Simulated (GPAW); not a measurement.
A computed Fe K-edge spectrum of one site in a crystal of Fe, Li and N, with its zero at a photon energy of about 7091.5 eV (LDA puts this hole about 16 eV below PBE, itself good to a few eV). Method: GPAW, LDA, excited-electron core hole (neutral cell) in a small cell, dipole transitions, broadening that rises with energy.

Energy from the lowest empty level; intensity scaled to a mean of 1 over the first 20 eV:

```csv
E (eV),intensity
-2.0,0.00
-1.5,0.00
-1.0,0.03
-0.5,0.20
0.0,0.56
0.5,0.82
1.0,0.76
1.5,0.64
2.0,0.63
2.5,0.65
3.0,0.62
3.5,0.47
4.0,0.24
4.5,0.11
5.0,0.13
5.5,0.24
6.0,0.41
6.5,0.61
7.0,0.81
7.5,0.90
8.0,0.84
8.5,0.69
9.0,0.54
9.5,0.46
10.0,0.50
10.5,0.64
11.0,0.80
11.5,0.89
12.0,0.85
12.5,0.73
13.0,0.65
13.5,0.68
14.0,0.83
14.5,1.08
15.0,1.39
15.5,1.74
16.0,2.08
16.5,2.34
17.0,2.47
17.5,2.46
18.0,2.32
18.5,2.12
19.0,1.93
19.5,1.78
20.0,1.68
20.5,1.59
21.0,1.50
21.5,1.41
22.0,1.34
22.5,1.29
23.0,1.27
23.5,1.28
24.0,1.30
24.5,1.32
25.0,1.36
25.5,1.40
26.0,1.46
26.5,1.55
27.0,1.64
27.5,1.75
28.0,1.83
28.5,1.89
29.0,1.90
29.5,1.86
30.0,1.79
30.5,1.72
31.0,1.67
31.5,1.66
32.0,1.68
```

**Question.** What surroundings does the absorber have?

A K edge sees empty p states. The weak features of the first eV are p character mixed into the empty d bands; the main 4p edge lies above them. It is atom 1 of LiFeN (P-6m2), with 3 N at 1.79 Å (trigonal planar, site symmetry -6m2). Its main maxima below 30 eV lie at 0.6 eV (0.83), 7.5 eV (0.90), 11.6 eV (0.90), 17.2 eV (2.49) and 28.8 eV (1.90). A near-edge spectrum doesn't fix the structure by itself; it is matched against candidates. The hole lies in one spin channel, while the script sums the empty states of both and takes the lower zero; where the two channels are split, this blurs and shifts the curve. Quadrupole 1s→3d transitions, which feed the pre-edge, are not in the dipole spectrum. The starting moments shrank to 0.42 μB or less, so this is hardly a magnetic state. The holes are only 5.4 Å apart, so the shape is probably not converged with cell size; no larger cell was run here. The mesh is coarse (0.34 Å⁻¹ between points), so small maxima may be mesh ripples. Lifetime broadening is put in by hand, and intensities beyond about 20 eV depend on it and on the partial waves. The structure is a computed Materials Project entry and may be a hypothetical form.

[Banner, clock and machine lines of the logs are left out without a mark of their own.]

[Logs are printed without paths, hosts, clocks, repeated set-up lines and the standing remarks that a program may print on its own settings, such as how far it seeks lower states.]

[Hosts, paths, dates, database ids (printed as entryN), source tags and the programs' standing remarks are cut or masked in the printed files.]

[Lists of maxima count a maximum above −3 eV only where it reaches 4 % of the highest in the window and stands out from its surroundings by 2 % of it (1.5 % where it reaches 55 %); shoulders and weaker maxima are passed over, and of the rest the first, up to two pre-edge ones and the few strongest are named.]
